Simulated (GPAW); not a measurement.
## How Si2Mo absorbs and reflects light

Aim: the dielectric function of Si2Mo, and the optical constants that follow from it. The cell comes from an older database entry, whose edges can differ from later determinations, mostly by under a per cent.

Main program and level: GPAW 26.7.0; DFT, PBE, plane-wave PAW (GPAW data sets), scalar-relativistic, RPA, optical limit.

The database entry behind the starting cell is an old determination (1927), so it need not match the best structure at ambient conditions.

## Step 1: The starting structure

Symmetry: I4/mmm, No. 139, tetragonal system. Conventional cell: a = 3.200 Å, b = 3.200 Å, c = 7.861 Å, α = 90.00°, β = 90.00°, γ = 90.00°. Nearest to Mo lie 10 Si at 2.62 Å. Nearest to Si lie 5 Si at 2.61 to 2.63 Å and 5 Mo at 2.62 Å. Farther neighbours are not listed.

Structure file:

```
Mo Si
1.0
    -1.60000    1.60000    3.93050
     1.60000   -1.60000    3.93050
     1.60000    1.60000   -3.93050
Mo Si
1 2
Direct
  0.00000 0.00000 0.00000
  0.66700 0.66700 0.00000
  0.33300 0.33300 0.00000
```

## Step 2: Bands for the response

The response needs many more empty bands than the density does.

This step: DFT, PBE, plane-wave PAW (GPAW data sets), scalar-relativistic, bands at fixed density (GPAW 26.7.0).

Contents of nscf.py:

```python
from ase.dft.bandgap import bandgap
from gpaw import GPAW, FermiDirac

calc = GPAW('gs.gpw').fixed_density(kpts={'size': (18, 18, 18), 'gamma': True}, nbands=36, convergence={'bands': 30},
                                    occupations=FermiDirac(0.05), txt='nscf.txt')
print('gap (eV)', bandgap(calc, output=None)[0])
print('direct gap (eV)', bandgap(calc, direct=True, output=None)[0])
calc.write('full.gpw', mode='all')
```

Launch:

```
$ OMP_NUM_THREADS=1 python nscf.py
```

Numbers of over 12 decimals in the logs are rounded to 6 here.

The log of the run:

```text
Diagonalizing LCAO Hamiltonian
Converting LCAO to pw mode
convergence criteria:
- Maximum integral of absolute [eigenst]ate change: 4e-08 eV^2 / valence electron
maximum number of iterations: 150

SCF iterations
|iter     |      energy | eigst |  dens |
|iter:   1||             | +2.79 |       |
|iter:   2||             | +0.97 |       |
|iter:   3||             | -0.33 |       |
|iter:   4||             | -1.50 |       |
|iter:   5||             | -2.71 |       |
|iter:   6||             | -3.80 |       |
|iter:   7||             | -4.88 |       |
|iter:   8||             | -5.87 |       |
|iter:   9||             | -6.58 |       |
|iter:  10||             | -7.34 |       |
|iter:  11||             | -8.11c|       |
SCF steps: 11
  __  _  _
 | _ |_)|_||  |
 |__||  | ||/\| - 26.7.0

Versions:
  Python: 3.12.14
  ASE:    3.29.0
  Numpy:  2.5.5
  Scipy:  1.18.1
  Libxc:  7.0.0

Input parameters:
  mode=PW(ecut=400.0),
  convergence={'bands': 30},
  gpts=array([21, 21, 21]),
  kpts=MonkhorstPack(size=(18, 18, 18), gamma=True),
  maxiter=150,
  nbands=36,
  occupations=Occupations(name='fermi-dirac', width=0.05, fixmagmom=False),
  parallel={},
  xc=XC(name='PBE')

--- standard output ---
gap (eV) 0.0
direct gap (eV) 0.0
```

Elapsed: 5.2 min, on 1 thread of Arm Neoverse V2, shared host; peak memory 0.44 GiB.

## Step 3: Dielectric function, RPA

Transitions between filled and empty bands, summed over the zone, give the optical response, so mesh, band count and broadening shape it.

The induced potential is part of this response.

This step: DFT, PBE, plane-wave PAW (GPAW data sets), scalar-relativistic, RPA, optical limit (GPAW 26.7.0).

Contents of df.py:

```python
from gpaw.response.df import DielectricFunction

df = DielectricFunction('full.gpw', frequencies={'type': 'nonlinear', 'domega0': 0.03, 'omega2': 8},
                        ecut=80,
                        eta=0.1,
                        nbands=30,
                        rate=0.03,
                        txt='df.txt')
for direction in ['x', 'z']:
    df.get_dielectric_function(xc='RPA', direction=direction, filename=f'df_{direction}.csv')
```

Launch:

```
$ OMP_NUM_THREADS=1 python df.py
```

The log of the run:

```text
Using integrator: PointIntegrator
NonLinearFrequencyDescriptor(from 0.000 to 86.247 eV, 527 points)
Nonperiodic BCs:  [False False False]
Using integrator: PointIntegrator
NonLinearFrequencyDescriptor(from 0.000 to 86.247 eV, 527 points)
Nonperiodic BCs:  [False False False]
Using integrator: PointIntegrator

Calculating chi0 body with:
    Ground state adapter containing:
    Number of spins: 1
    Number of kpoints: 5832
    Number of irreducible kpoints: 480
    Number of completely occupied states: 8
    Number of partially occupied states: 13

    Linear response parametrization:
    q_c: [0.0, 0.0, 0.0]
    Number of frequency points: 527
    Planewave cutoff: 80.0
    Number of bands: 30
    Number of planewaves: 77
    Broadening (eta): 0.1

Integrating chi0 body.

Symmetries of q_c:
    Direct symmetries (Uq -> q): 16
    Indirect symmetries (TUq -> q): 0
In total 16 allowed symmetries.

480 groups of equivalent kpoints. 91.769547% reduction.

Integral kind: spectral function

Calculating chi0 optical extensions with:
    Ground state adapter containing:
    Number of spins: 1
    Number of kpoints: 5832
    Number of irreducible kpoints: 480
    Number of completely occupied states: 8
    Number of partially occupied states: 13

    Linear response parametrization:
    Number of frequency points: 527
    Planewave cutoff: 80.0
    Number of bands: 30
    Number of planewaves: 77
    Broadening (eta): 0.1
Integrating chi0 head and wings.

Symmetries of q_c:
    Direct symmetries (Uq -> q): 16
    Indirect symmetries (TUq -> q): 0
In total 16 allowed symmetries.

480 groups of equivalent kpoints. 91.769547% reduction.

Integral kind: spectral function wings

Calculating drude chi0 with:
    Number of frequency points:527
    Plasma frequency decay rate: 0.03 eV

    Ground state adapter containing:
    Number of spins: 1
    Number of kpoints: 5832
    Number of irreducible kpoints: 480
    Number of completely occupied states: 8
    Number of partially occupied states: 13

Symmetries of q_c:
    Direct symmetries (Uq -> q): 16
    Indirect symmetries (TUq -> q): 0
In total 16 allowed symmetries.

480 groups of equivalent kpoints. 91.769547% reduction.

Integral kind: intraband
Plasma frequency:
[[1.8 +0.j 0.  +0.j 0.  +0.j]
 [0.  +0.j 1.8 +0.j 0.  +0.j]
 [0.  +0.j 0.  +0.j 2.65+0.j]]
```

Run time: 83 s. Hardware: 1 thread; peak memory 0.4 GiB.

Read-outs, printed or worked out from the files:

| Item | Value |
| --- | --- |
| centre of weight of the strongest loss peak in the window | 21.31 eV |

Some rows of df_x.csv (energy; Re and Im without local fields; Re and Im with them):

```text
0.000000, 3607.782674, 0.000000, 3607.044291, 0.000000
0.555532, 10.604315, 4.127340, 9.888449, 4.081043
1.143969, 18.825772, 3.865099, 17.984381, 3.843354
1.768324, 20.839658, 4.704609, 19.767983, 4.490599
2.431988, 23.522102, 13.440085, 22.432718, 12.239976
3.138794, 21.081700, 15.091923, 20.501630, 13.987524
3.893091, 15.345781, 30.687696, 15.766691, 28.396183
4.699832, 3.012483, 20.509204, 4.047198, 19.755335
5.564682, -0.734553, 24.660518, 0.344243, 24.475585
6.494155, -9.423939, 14.748411, -8.969089, 15.253409
7.495775, -8.638861, 7.476262, -8.705943, 7.824256
8.578281, -6.281095, 4.168140, -6.419069, 4.228554
9.751884, -4.946555, 2.502418, -4.951161, 2.535426
11.028587, -3.369791, 1.555957, -3.387833, 1.553236
12.422601, -2.454851, 1.033716, -2.460040, 1.024846
13.950874, -1.714808, 0.690597, -1.709166, 0.690738
15.633783, -1.085067, 0.339742, -1.085312, 0.338799
17.496047, -0.569621, 0.194750, -0.587708, 0.201139
19.567954, -0.173791, 0.153746, -0.205421, 0.145652
21.887015, 0.080958, 0.144571, 0.055174, 0.126443
24.500258, 0.286180, 0.090806, 0.256844, 0.077051
```

The Im ε has structure finer than the step of the table below, so its rows give means over 1 eV, whole bins alone (the curve runs from 0.305 to 25.0 eV). Peaks (eV: height): E ∥ x 4.0: 29.6, 5.6: 24.6; E ∥ z 2.5: 37.6, 6.1: 20.6.

Sum at mesh points, not converged in k. The Im ε by photon energy; means over each step:

```
photon energy (eV)   E ∥ x   E ∥ z
                 1    4.23    3.94
                 2    6.67    19.3
                 3    14.3    31.2
                 4    25.2    19.3
                 5    21.3    14.9
                 6    21.0    18.8
                 7    11.3    14.1
                 8    6.03    6.56
                 9    3.87    3.46
                10    2.30    2.01
                11    1.55    1.17
                12    1.23   0.762
                13   0.865   0.606
                14   0.665   0.458
                15   0.433   0.326
                16   0.308   0.268
                17   0.236   0.190
                18   0.177   0.133
                19   0.156   0.119
                20   0.134   0.113
                21   0.125  0.0952
                22   0.123  0.0813
                23   0.101  0.0766
                24  0.0884  0.0753
```

Values under 1 per cm are given as 1; sum at mesh points, not converged in k. Absorption coefficient against photon energy:

```
photon energy (eV)  E ∥ x (1/cm)  E ∥ z (1/cm)
                 1         49860         36715
                 2         1.1e5         2.3e5
                 3         4.5e5         1.2e6
                 4         1.3e6         1.3e6
                 5         1.4e6         1.2e6
                 6         2.4e6         1.9e6
                 7         2.6e6         2.6e6
                 8         2.4e6         2.6e6
                 9         2.3e6         2.4e6
                10         2.2e6         2.3e6
                11         2.1e6         2.2e6
                12         2.1e6         2.0e6
                13         1.9e6         1.9e6
                14         1.9e6         1.8e6
                15         1.8e6         1.7e6
                16         1.6e6         1.6e6
                17         1.5e6         1.5e6
                18         1.3e6         1.3e6
                19         1.1e6         1.1e6
                20         8.6e5         8.0e5
                21         5.5e5         5.6e5
                22         4.2e5         2.8e5
                23         2.8e5         2.1e5
                24         2.3e5         1.8e5
```

The loss function −Im 1/ε at q → 0 has structure finer than the step of the table below, so its rows give means over 1 eV, whole bins alone (the curve runs from 0.305 to 25.0 eV). Peaks (eV: height): E ∥ x 21.0: 7.97; E ∥ z 21.2: 11.5.

Sum at mesh points, not converged in k. Table of loss function −Im 1/ε at q → 0 by energy loss; means over each step:

```
energy loss (eV)   E ∥ x   E ∥ z
               1  0.0169  0.0233
               2  0.0127  0.0124
               3  0.0222  0.0313
               4  0.0316  0.0526
               5  0.0453  0.0655
               6  0.0426  0.0521
               7  0.0504  0.0485
               8  0.0638  0.0500
               9  0.0797  0.0626
              10  0.0842  0.0662
              11   0.113  0.0741
              12   0.140  0.0923
              13   0.166   0.129
              14   0.201   0.156
              15   0.217   0.199
              16   0.294   0.278
              17   0.421   0.363
              18   0.682   0.574
              19    1.48    1.34
              20    3.54    3.71
              21    7.39    9.30
              22    6.01    6.18
              23    3.04    2.20
              24    1.56    1.09
```

Sum at mesh points, not converged in k. Reflectivity at normal incidence against photon energy; read off at these points:

```
photon energy (eV)  E ∥ x (%)  E ∥ z (%)
               1.0       37.6       42.5
               2.0       42.3       51.9
               2.9       45.8       59.9
               3.0       45.9       59.7
               4.0       55.8       54.9
               5.0       50.8       44.0
               6.0       62.0       53.3
               7.0       68.1       63.8
               8.0       68.1       72.6
               9.0       66.4       72.6
              10.0       71.2       77.3
              10.3       72.9       76.9
              11.0       70.2       79.7
              12.0       68.8       79.7
              13.0       70.0       77.7
              14.0       69.5       77.8
              15.0       74.5       77.7
              15.2       74.7       77.4
              16.0       74.0       75.5
              17.0       72.4       76.5
              18.0       71.8       77.3
              19.0       64.7       71.5
              20.0       58.1       60.9
              21.0       40.4       48.5
              22.0       28.0       27.2
              23.0       17.9       16.4
              24.0       12.6       10.7
```

The Im ε, E ∥ x has structure finer than the step of the table below, so its rows give means over 1 eV, whole bins alone (the curve runs from 0.305 to 25.0 eV). Peaks (eV: height): without local fields 4.0: 31.6, 5.6: 24.8; with local fields 4.0: 29.6, 5.6: 24.6.

Sum at mesh points, not converged in k. Im ε, E ∥ x against photon energy; means over each step:

```
photon energy (eV)  without local fields  with local fields
                 1                  4.29               4.23
                 2                  7.18               6.67
                 3                  15.5               14.3
                 4                  26.8               25.2
                 5                  21.8               21.3
                 6                  20.6               21.0
                 7                  10.8               11.3
                 8                  5.83               6.03
                 9                  3.88               3.87
                10                  2.28               2.30
                11                  1.56               1.55
                12                  1.24               1.23
                13                 0.875              0.865
                14                 0.667              0.665
                15                 0.434              0.433
                16                 0.304              0.308
                17                 0.228              0.236
                18                 0.173              0.177
                19                 0.159              0.156
                20                 0.144              0.134
                21                 0.140              0.125
                22                 0.141              0.123
                23                 0.118              0.101
                24                0.0999             0.0884
```

From ε follow the optical constants at some laser and lamp lines:

```
wavelength (nm)   n x    k x  R (%) x   1/α x   n z    k z  R (%) z   1/α z
           1064  4.29  0.460     39.2  184 nm  4.95  0.413     44.3  205 nm
            800  4.23  0.492     38.7  129 nm  5.58  0.916     49.4   69 nm
            532  4.98  1.077     46.1   39 nm  6.29  2.559     57.9   17 nm
            405  4.72  1.475     45.9   22 nm  4.07  3.800     59.4  8.5 nm
            365  5.00  1.785     49.0   16 nm  3.58  3.283     54.9  8.8 nm
            308  4.57  3.235     55.9  7.6 nm  3.05  3.264     54.9  7.5 nm
            193  2.14  3.687     63.5  4.2 nm  2.64  3.496     58.5  4.4 nm
```

In reflection the computed colour is light grey: x = 0.304, y = 0.327, luminous reflectivity 51 %.

## Step 4: Results

| Quantity | Value |
| --- | --- |
| centre of weight of the strongest loss peak in the window, first axis | 21.3 eV |

What this shows: At this level (PBE, RPA) Si2Mo is a metal. The mesh is too coarse to trust the carriers' weight, the reflectivity or the colour to better than tens of per cent. In reflection the computed colour is light grey: x = 0.304, y = 0.327, luminous reflectivity 51 %. The carriers' damping of 0.03 eV is typed, not computed; it shapes the response at the lowest energies. In this version of GPAW the matrix elements of the optical limit are incomplete, which can lower ε − 1 by up to a tenth where first-row anions or d states rule, and shift it by more in d metals. GPAW's carrier term has the form −ωp²/(ω + i·rate)², which damps like twice the rate and fails at low energy, so the curves leave the lowest energies out. The sum runs over mesh points 0.15 Å⁻¹ apart with no interpolation, so peaks are partly noise of the mesh, and the Drude plasma energy, a sum over the Fermi surface, isn't converged.

[Machine, clock and banner lines and Python warnings are left out of the logs.]

[Logs are printed without paths, hosts, clocks, repeated set-up lines and the standing remarks that a program may print on its own settings, such as how far it seeks lower states.]

[Hosts, paths, dates, database ids (printed as entryN), source tags and the programs' standing remarks are cut or masked in the printed files.]
